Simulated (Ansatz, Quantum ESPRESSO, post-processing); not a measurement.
# Ag(111), 5 layers: vacuum level and surface dipole, part 5 of 5

Wanted: work functions and the surface dipole of Ag(111), 5 layers at several levels, with their cost.

Quantum ESPRESSO 7.5; plane-wave DFT, PBE, GBRV ultrasoft pseudopotentials; geometry and cross-check by Ansatz 0.2.0 with PAW datasets.

So far. Step 10 (Potential by pp.x): The upper face goes from 4.530 eV (PBE, GBRV) to 4.369 eV, a change of -0.161 eV. Step 12 (Electrostatic potential): The upper face goes from 4.530 eV (PBE, GBRV) to 4.331 eV, a change of -0.198 eV.

## (13) SCF with pw.x: PBE, PseudoDojo norm-conserving

Level of this step: plane-wave DFT, PBE, PseudoDojo norm-conserving pseudopotentials (Quantum ESPRESSO 7.5).

dojo-pbe.in reads:

```
&control
  prefix = 'dojo-pbe'
  outdir = './out'
  pseudo_dir = './pseudo'
  calculation = 'scf'
  tprnfor = .true.
/
&system
  ibrav = 0
  nat = 5
  ntyp = 1
  ecutwfc = 74
  ecutrho = 296
  occupations = 'smearing'
  smearing = 'mv'
  degauss = 0.02
/
&electrons
  conv_thr = 1e-07
  mixing_beta = 0.4
  electron_maxstep = 120
  mixing_mode = 'local-TF'
/
ATOMIC_SPECIES
  Ag  107.8682  Ag.dojo-sr-pbe-0.4.1-standard.upf
CELL_PARAMETERS angstrom
  2.89206673507891 0.00000000002887 0.00000000000000
  1.44603336751446 2.50460326203269 0.00000000000000
  0.00000000000000 0.00000000000000 25.44545040390000
ATOMIC_POSITIONS crystal
  Ag  0.666666666667 0.666666666667 0.310231324195
  Ag  -0.000000000000 0.000000000000 0.405682292935
  Ag  0.333333333333 0.333333333333 0.500000000000
  Ag  0.666666666667 0.666666666667 0.594317635494
  Ag  0.000000000000 -0.000000000000 0.689768532101
K_POINTS automatic
  12 12 1 0 0 0
```

The run is started by

```
$ OMP_NUM_THREADS=1 mpirun -n 4 pw.x -nk 4 -in dojo-pbe.in > dojo-pbe.out
```

Log:

```text
[banner, memory and clock lines left out]
Program PWSCF v.7.5 starts
[citation notice left out]

[...]
Message from routine setup:
[...]
bravais-lattice index     =            0
     lattice parameter (alat)  =       5.4652  a.u.
     unit-cell volume          =    1243.8099 (a.u.)^3
     number of atoms/cell      =            5
     number of atomic types    =            1
     number of electrons       =        95.00
     number of Kohn-Sham states=           58
     kinetic-energy cutoff     =      74.0000  Ry
     charge density cutoff     =     296.0000  Ry
     scf convergence threshold =      1.0E-07
     mixing beta               =       0.4000
     number of iterations used =            8  local-TF  mixing
     Exchange-correlation= PBE
                           (   1   4   3   4   0   0   0)

[...]
PseudoPot. # 1 for Ag read from file:
     ./pseudo/Ag.dojo-sr-pbe-0.4.1-standard.upf
     Pseudo is Norm-conserving + core correction, Zval = 19.0
     Generated using ONCVPSP code by D. R. Hamann
     Using radial grid of 1538 points,  6 beta functions with:
                l(1) =   0
                l(2) =   0
                l(3) =   1
                l(4) =   1
                l(5) =   2
                l(6) =   2

     atomic species   valence    mass     pseudopotential
     Ag               19.00   107.86820     Ag( 1.00)

     12 Sym. Ops., with inversion, found ( 6 have fractional translation)

[...]
number of k points=    19  Marzari-Vanderbilt smearing, width (Ry)=  0.0200
[...]
Dense  grid:   106685 G-vectors     FFT dimensions: (  30,  30, 270)

     Initial potential from superposition of free atoms

     starting charge      94.9977, renormalised to      95.0000

     negative rho (up, down):  8.185E-06 0.000E+00
     Starting wfcs are   50 randomized atomic wfcs +    8 random wfcs

     per-process dynamical memory:   137.0 Mb

     Self-consistent Calculation

     iteration #  1     ecut=    74.00 Ry     beta= 0.40
     Davidson diagonalization with overlap
     ethr =  1.00E-02,  avg # of iterations =  6.7

     Threshold (ethr) on eigenvalues was too large:
     Diagonalizing with lowered threshold

     Davidson diagonalization with overlap
     ethr =  2.79E-04,  avg # of iterations =  1.7

     negative rho (up, down):  1.590E-08 0.000E+00

     total energy              =   -1550.14368973 Ry
     estimated scf accuracy    <       0.27376275 Ry

     iteration #  2     ecut=    74.00 Ry     beta= 0.40
[...]
total energy              =   -1550.11705372 Ry
     estimated scf accuracy    <       0.08967578 Ry

     iteration #  3     ecut=    74.00 Ry     beta= 0.40
[...]
total energy              =   -1550.13173748 Ry
     estimated scf accuracy    <       0.00539322 Ry

     iteration #  4     ecut=    74.00 Ry     beta= 0.40
[...]
total energy              =   -1550.13192857 Ry
     estimated scf accuracy    <       0.00078513 Ry

     iteration #  5     ecut=    74.00 Ry     beta= 0.40
[...]
total energy              =   -1550.13189468 Ry
     estimated scf accuracy    <       0.00018555 Ry

     iteration #  6     ecut=    74.00 Ry     beta= 0.40
[...]
total energy              =   -1550.13190586 Ry
     estimated scf accuracy    <       0.00008936 Ry

     iteration #  7     ecut=    74.00 Ry     beta= 0.40
[...]
total energy              =   -1550.13191722 Ry
     estimated scf accuracy    <       0.00002323 Ry

     iteration #  8     ecut=    74.00 Ry     beta= 0.40
[...]
total energy              =   -1550.13192263 Ry
     estimated scf accuracy    <       0.00000628 Ry

     iteration #  9     ecut=    74.00 Ry     beta= 0.40
[...]
total energy              =   -1550.13192687 Ry
     estimated scf accuracy    <       0.00000225 Ry

     iteration # 10     ecut=    74.00 Ry     beta= 0.40
[...]
total energy              =   -1550.13192767 Ry
     estimated scf accuracy    <       0.00000012 Ry

     iteration # 11     ecut=    74.00 Ry     beta= 0.40
[...]
End of self-consistent calculation

          k = 0.0000 0.0000 0.0000 ( 13385 PWs)   bands (ev):

   -86.2941 -86.2938 -86.1981 -86.0717 -86.0715 -49.7906 -49.7663 -49.7109
   -49.7109 -49.7104 -49.7104 -49.6633 -49.6018 -49.6018 -49.5228 -49.5225
   -49.4948 -49.4948 -49.4946 -49.4946  -1.6956  -1.0650  -0.5525  -0.3766
    -0.3689   0.8849   0.9216   0.9851   0.9851   1.0695   1.0695   1.1089
     1.1089   1.2855   1.2855   1.3079   1.3079   1.4733   1.9849   1.9849
     2.0371   2.0371   2.2917   2.2917   2.5060   2.5060   2.6736   2.6736
     2.8831   4.9100   5.7808   9.5488  10.0468  10.3737  11.6463  12.0626
    14.1968  14.2620

          k =-0.0000 0.0962 0.0000 ( 13425 PWs)   bands (ev):

   -86.2934 -86.2931 -86.1974 -86.0709 -86.0708 -49.7884 -49.7655 -49.7196
   -49.7191 -49.7131 -49.7125 -49.6627 -49.6097 -49.6038 -49.5220 -49.5217
   -49.5030 -49.5028 -49.4969 -49.4967  -1.5064  -0.8832  -0.4223  -0.2338
    -0.2165   0.8248   0.8792   0.9402   1.0197   1.0769   1.1090   1.1628
     1.1864   1.1865   1.2697   1.3710   1.3750   1.4034   1.9084   1.9129
     1.9698   2.0500   2.1324   2.2892   2.3602   2.4973   2.5056   2.6793
     3.3881   5.1962   6.1874   9.6804  10.2118  10.5155  11.8099  12.2131
    14.3512  14.4235

[...]
the Fermi energy is     5.6484 ev

!    total energy              =   -1550.13192779 Ry
     estimated scf accuracy    <       0.00000002 Ry
     smearing contrib. (-TS)   =       0.00001284 Ry
     internal energy E=F+TS    =   -1550.13194063 Ry

     The total energy is F=E-TS. E is the sum of the following terms:
     one-electron contribution =  -10617.29463670 Ry
     hartree contribution      =    5322.18773663 Ry
     xc contribution           =    -231.53180405 Ry
     ewald contribution        =    3976.50676349 Ry

     convergence has been achieved in  11 iterations

     Forces acting on atoms (cartesian axes, Ry/au):

     atom    1 type  1   force =    -0.00000000    0.00000000    0.00014323
     atom    2 type  1   force =     0.00000000    0.00000000   -0.00020755
     atom    3 type  1   force =     0.00000000   -0.00000000    0.00000000
     atom    4 type  1   force =     0.00000000    0.00000000    0.00020755
     atom    5 type  1   force =    -0.00000000   -0.00000000   -0.00014323

     Total force =     0.000357     Total SCF correction =     0.000568
     SCF correction compared to forces is large: reduce conv_thr to get better values

[...]
```

Elapsed: 75 s, on 4 MPI ranks of Arm Neoverse V2, shared host; peak memory 0.88 GiB.

Numbers from this step:

```
free energy  : -21090.6193 eV
Fermi energy : 5.648 eV
```

## (14) Potential by pp.x

dojo-pbe.pot.in reads:

```
&inputpp
  prefix = 'dojo-pbe'
  outdir = './out'
  filplot = 'dojo-pbe.pot.dat'
  plot_num = 11
/
```

The run is started by

```
$ OMP_NUM_THREADS=1 mpirun -n 4 pp.x -in dojo-pbe.pot.in > dojo-pbe.pot.out
```

Wall time 0.71 s (4 MPI ranks); peak memory 0.11 GiB.

Numbers from this step:

* work function of the upper face: 4.513 eV
* slope of the potential above: 3.35e-4 eV/Å
* upper vacuum line continued to the top atoms, over the Fermi level: 4.511 eV
* work function of the lower face: 4.513 eV
* slope of the potential below: -1.26e-4 eV/Å
* lower vacuum line continued to the bottom atoms, over the Fermi level: 4.513 eV

The upper face goes from 4.530 eV (PBE, GBRV) to 4.513 eV, a change of -0.017 eV, a small one, from the pseudopotentials and their cutoffs.

## (15) All levels side by side

All levels:

```csv
level,upper face (eV),lower face (eV),dipole (e Å),CPU time (s)
"QE PBE GBRV, periodic",4.53,4.53,-,160.4
"QE PBE GBRV, ESM bc1",4.528,4.53,-,456.3
"QE revPBE GBRV ultrasoft, periodic",4.369,4.369,-,164.5
"QE RPBE GBRV ultrasoft, periodic",4.331,4.332,-,167
"QE PBE PseudoDojo norm-conserving, periodic",4.513,4.513,-,299.6
"Ansatz PBE PAW, sawtooth (time of the whole relaxation)",4.52,4.52,-2.29e-6,45.91
```

The times are CPU seconds on a shared host; the codes use unlike cutoffs, datasets and smearings, so their times compare unlike work.

## (16) Ground state, with K_POINTS = [16, 16, 1], mixing_beta = 0.7 and electron_maxstep = 60

A sensitivity test on the input.

Level of this step: plane-wave DFT, PBE, GBRV ultrasoft pseudopotentials (Quantum ESPRESSO 7.5).

esm.w0.in reads:

```
&control
  prefix = 'esm.w0'
  outdir = './out'
  pseudo_dir = './pseudo'
  calculation = 'scf'
  tprnfor = .true.
/
&system
  ibrav = 0
  nat = 5
  ntyp = 1
  ecutwfc = 40
  ecutrho = 200
  occupations = 'smearing'
  smearing = 'mv'
  degauss = 0.02
  assume_isolated = 'esm'
  esm_bc = 'bc1'
/
&electrons
  conv_thr = 1e-07
  mixing_beta = 0.7
  electron_maxstep = 60
  mixing_mode = 'local-TF'
/
ATOMIC_SPECIES
  Ag  107.8682  ag_pbe_v1.4.uspp.F.UPF
CELL_PARAMETERS angstrom
  2.89206673507891 0.00000000002887 0.00000000000000
  1.44603336751446 2.50460326203269 0.00000000000000
  0.00000000000000 0.00000000000000 25.44545040390000
ATOMIC_POSITIONS crystal
  Ag  0.666666666667 0.666666666667 -0.189768603953
  Ag  -0.000000000000 0.000000000000 -0.094317635214
  Ag  0.333333333333 0.333333333333 0.000000071852
  Ag  0.666666666667 0.666666666667 0.094317707345
  Ag  0.000000000000 -0.000000000000 0.189768603953
K_POINTS automatic
  16 16 1 0 0 0
```

The run is started by

```
$ OMP_NUM_THREADS=1 mpirun -n 4 pw.x -nk 4 -in esm.w0.in > esm.w0.out
```

Log:

```text
[banner, memory and clock lines left out]
Program PWSCF v.7.5 starts
[citation notice left out]

[...]
Message from routine setup:
[...]
bravais-lattice index     =            0
     lattice parameter (alat)  =       5.4652  a.u.
     unit-cell volume          =    1243.8099 (a.u.)^3
     number of atoms/cell      =            5
     number of atomic types    =            1
     number of electrons       =        95.00
     number of Kohn-Sham states=           58
     kinetic-energy cutoff     =      40.0000  Ry
     charge density cutoff     =     200.0000  Ry
     scf convergence threshold =      1.0E-07
     mixing beta               =       0.7000
     number of iterations used =            8  local-TF  mixing
     Exchange-correlation=  SLA  PW   PBX  PBC
                           (   1   4   3   4   0   0   0)

     Effective Screening Medium Method
     Boundary Conditions: Vacuum-Slab-Vacuum
     total charge in unit cell        =   0.0000
     grid points for fit at edges     =        4

[...]
PseudoPot. # 1 for Ag read from file:
     ./pseudo/ag_pbe_v1.4.uspp.F.UPF
     Pseudo is Ultrasoft + core correction, Zval = 19.0
     Generated by new atomic code, or converted to UPF format
     Using radial grid of  887 points,  6 beta functions with:
                l(1) =   0
                l(2) =   0
                l(3) =   1
                l(4) =   1
                l(5) =   2
                l(6) =   2
     Q(r) pseudized with  6 coefficients,  rinner =    1.300   1.300   1.300
                                                       1.300   1.300

     atomic species   valence    mass     pseudopotential
     Ag               19.00   107.86820     Ag( 1.00)

     12 Sym. Ops., with inversion, found ( 6 have fractional translation)

[...]
number of k points=    30  Marzari-Vanderbilt smearing, width (Ry)=  0.0200
[...]
Dense  grid:    59581 G-vectors     FFT dimensions: (  27,  27, 225)

     Smooth grid:    42109 G-vectors     FFT dimensions: (  24,  24, 200)

     Initial potential from superposition of free atoms

     starting charge      92.4998, renormalised to      95.0000

     negative rho (up, down):  2.815E-03 0.000E+00
     Starting wfcs are   65 randomized atomic wfcs

     per-process dynamical memory:    82.4 Mb

     Self-consistent Calculation

     iteration #  1     ecut=    40.00 Ry     beta= 0.70
     Davidson diagonalization with overlap
     c_bands:  1 eigenvalues not converged
     c_bands:  1 eigenvalues not converged
     c_bands:  3 eigenvalues not converged
     c_bands:  2 eigenvalues not converged
     ethr =  1.00E-02,  avg # of iterations = 13.1

     negative rho (up, down):  4.441E-02 0.000E+00

     total energy              =   -1477.34095944 Ry
     estimated scf accuracy    <       6.07972169 Ry

     iteration #  2     ecut=    40.00 Ry     beta= 0.70
[...]
negative rho (up, down):  4.199E-02 0.000E+00

[...]
total energy              =   -1477.72850738 Ry
     estimated scf accuracy    <       0.51627140 Ry

     iteration #  3     ecut=    40.00 Ry     beta= 0.70
[...]
negative rho (up, down):  3.818E-02 0.000E+00

[...]
total energy              =   -1478.01980978 Ry
     estimated scf accuracy    <       0.04693532 Ry

     iteration #  4     ecut=    40.00 Ry     beta= 0.70
[...]
c_bands:  1 eigenvalues not converged
     c_bands:  5 eigenvalues not converged
     c_bands:  1 eigenvalues not converged
     c_bands:  5 eigenvalues not converged
[...]
negative rho (up, down):  3.075E-02 0.000E+00

[...]
total energy              =   -1478.03636377 Ry
     estimated scf accuracy    <       0.02657233 Ry

     iteration #  5     ecut=    40.00 Ry     beta= 0.70
[...]
c_bands:  4 eigenvalues not converged
[...]
negative rho (up, down):  2.764E-02 0.000E+00

[...]
total energy              =   -1478.04578602 Ry
     estimated scf accuracy    <       0.01043922 Ry

     iteration #  6     ecut=    40.00 Ry     beta= 0.70
[...]
negative rho (up, down):  2.659E-02 0.000E+00

[...]
total energy              =   -1478.04617044 Ry
     estimated scf accuracy    <       0.00437756 Ry

[...]
iteration # 15     ecut=    40.00 Ry     beta= 0.70
[...]
negative rho (up, down):  2.275E-03 0.000E+00

[...]
total energy              =   -1478.05469792 Ry
     estimated scf accuracy    <       0.00000039 Ry

     iteration # 16     ecut=    40.00 Ry     beta= 0.70
[...]
negative rho (up, down):  2.267E-03 0.000E+00

[...]
total energy              =   -1478.05471157 Ry
     estimated scf accuracy    <       0.00000491 Ry

     iteration # 17     ecut=    40.00 Ry     beta= 0.70
[...]
negative rho (up, down):  2.267E-03 0.000E+00

[...]
total energy              =   -1478.05471250 Ry
     estimated scf accuracy    <       0.00000069 Ry

     iteration # 18     ecut=    40.00 Ry     beta= 0.70
[...]
negative rho (up, down):  2.263E-03 0.000E+00

[...]
End of self-consistent calculation

          k = 0.0000 0.0000 0.0000 (  5425 PWs)   bands (ev):

   -96.4711 -96.4704 -96.4212 -96.2594 -96.2590 -59.9783 -59.9449 -59.8852
   -59.8852 -59.8841 -59.8841 -59.8710 -59.8273 -59.8273 -59.7050 -59.7046
   -59.6838 -59.6838 -59.6834 -59.6834 -11.8986 -11.2522 -10.7649 -10.5772
   -10.5630  -9.3211  -9.2713  -9.2046  -9.2046  -9.1162  -9.1162  -9.1127
    -9.1127  -8.9141  -8.9141  -8.8975  -8.8975  -8.7255  -8.2213  -8.2213
    -8.1523  -8.1523  -7.9141  -7.9141  -7.6870  -7.6870  -7.5274  -7.5274
    -7.3159  -5.2849  -4.4166  -0.9926  -0.4625  -0.1892   1.1932   1.4970
     3.7309   3.7940

          k =-0.0000 0.0722 0.0000 (  5405 PWs)   bands (ev):

   -96.4706 -96.4700 -96.4207 -96.2589 -96.2586 -59.9771 -59.9445 -59.8901
   -59.8896 -59.8864 -59.8852 -59.8699 -59.8317 -59.8284 -59.7045 -59.7041
   -59.6884 -59.6880 -59.6849 -59.6845 -11.7913 -11.1486 -10.6889 -10.4872
   -10.4845  -9.3350  -9.3170  -9.2352  -9.1514  -9.1476  -9.0998  -9.0747
    -9.0569  -8.9711  -8.9233  -8.8649  -8.8436  -8.7886  -8.2650  -8.2614
    -8.1510  -8.1439  -8.0479  -7.9153  -7.7564  -7.7083  -7.6870  -7.5241
    -6.9690  -5.1187  -4.1814  -0.9073  -0.3686  -0.1182   1.2822   1.5827
     3.8230   3.8788

[...]
the Fermi energy is    -4.5058 ev

!    total energy              =   -1478.05471826 Ry
     estimated scf accuracy    <       0.00000001 Ry
     smearing contrib. (-TS)   =      -0.00027397 Ry
     internal energy E=F+TS    =   -1478.05444429 Ry

     The total energy is F=E-TS. E is the sum of the following terms:
     one-electron contribution =   32146.47094209 Ry
     hartree contribution      =  -16100.40881401 Ry
     xc contribution           =    -144.83594422 Ry
     ewald contribution        =  -17379.28062814 Ry

     convergence has been achieved in  18 iterations

     negative rho (up, down):  2.263E-03 0.000E+00

     Forces acting on atoms (cartesian axes, Ry/au):

     atom    1 type  1   force =     0.00000000    0.00000000    0.00028943
     atom    2 type  1   force =     0.00000000    0.00000000   -0.00104550
     atom    3 type  1   force =     0.00000000    0.00000000    0.00000000
     atom    4 type  1   force =     0.00000000    0.00000000    0.00104550
     atom    5 type  1   force =     0.00000000    0.00000000   -0.00028943

     Total force =     0.001534     Total SCF correction =     0.000242
     SCF correction compared to forces is large: reduce conv_thr to get better values

[...]
```

It took 2.1 min on 4 MPI ranks; peak memory 0.63 GiB.

Beside the run it was changed from:

```csv
quantity,this run,unchanged run,difference
"vacuum line at the upper end of the cell, over the Fermi level (eV)",4.505,4.528,-0.023
"vacuum line at the lower end of the cell, over the Fermi level (eV)",4.507,4.530,-0.023
free energy (eV),-20109.96,-20109.94,-0.017
wall time (s),124,114,
SCF iterations,18,25,
```

The free energy moves by -3.4 meV an atom.

Levels move by up to 23 meV, a modest change.

## (17) The arithmetic

In the first self-consistent run, on its own zero, the Fermi level is 5.613 eV and the upper vacuum level 10.143 eV: φ = 10.143 − (5.613) = 4.530 eV.

## (18) Summary of results

* work function of the upper face, PBE, GBRV: 4.53 eV
* work function of the lower face, PBE, GBRV: 4.53 eV
* upper face by ESM: 4.53 eV
* upper face by Ansatz: 4.52 eV

In words: At the first level (PBE, GBRV ultrasoft) the work function comes to 4.53 eV on both faces. ESM differs from the periodic treatment by -2 meV on the upper face and -0 meV on the lower. Over the levels tried the upper face spans 4.33 eV (QE RPBE GBRV ultrasoft, periodic) to 4.53 eV (QE PBE GBRV, periodic). Quantum ESPRESSO and Ansatz give 4.53 and 4.52 eV for the upper face, which agree. Ansatz ran with Fermi-Dirac smearing of 0.1 eV against cold smearing of 0.02 Ry, which alone can move a level by some tens of meV. With 12×12 points and so few layers the values hold to some 0.05 to 0.1 eV. The slab is cut at a tabulated measured bulk lattice constant, given to two decimals.

Calculation against experiment:

| quantity | measured | QE PBE GBRV | QE PBE GBRV, ESM bc1 | QE revPBE GBRV | QE RPBE GBRV | QE PBE PseudoDojo | Ansatz PBE PAW |
| --- | --- | --- | --- | --- | --- | --- | --- |
| work function (clean (111) face) (eV) | 4.53 | 4.53 (-0.00 eV) | 4.53 (-0.00 eV) | 4.37 (-0.16 eV) | 4.33 (-0.20 eV) | 4.51 (-0.02 eV) | 4.52 (-0.01 eV) |

Measured values from arxiv:1902.07811 (2019).

How well it matches: For the work function, of the levels listed nearest comes QE PBE GBRV (-0.00 eV, good agreement) and farthest QE RPBE GBRV (-0.20 eV, fair agreement). The grades are ours: good and fair within 3 and 7 % for the work function. Other measurements of the same face can differ from the value quoted by 0.1 to 0.2 eV.

[Logs are printed without paths, hosts, clocks, repeated set-up lines and the standing remarks that a program may print on its own settings, such as how far it seeks lower states.]

[Hosts, paths, dates, database ids (printed as entryN), source tags and the programs' standing remarks are cut or masked in the printed files.]

[Maps of the electrostatic potential energy from Ansatz leave out the sawtooth potential of an applied field or a dipole correction, so their vacuum need not be flat; planar profiles and work functions include it.]
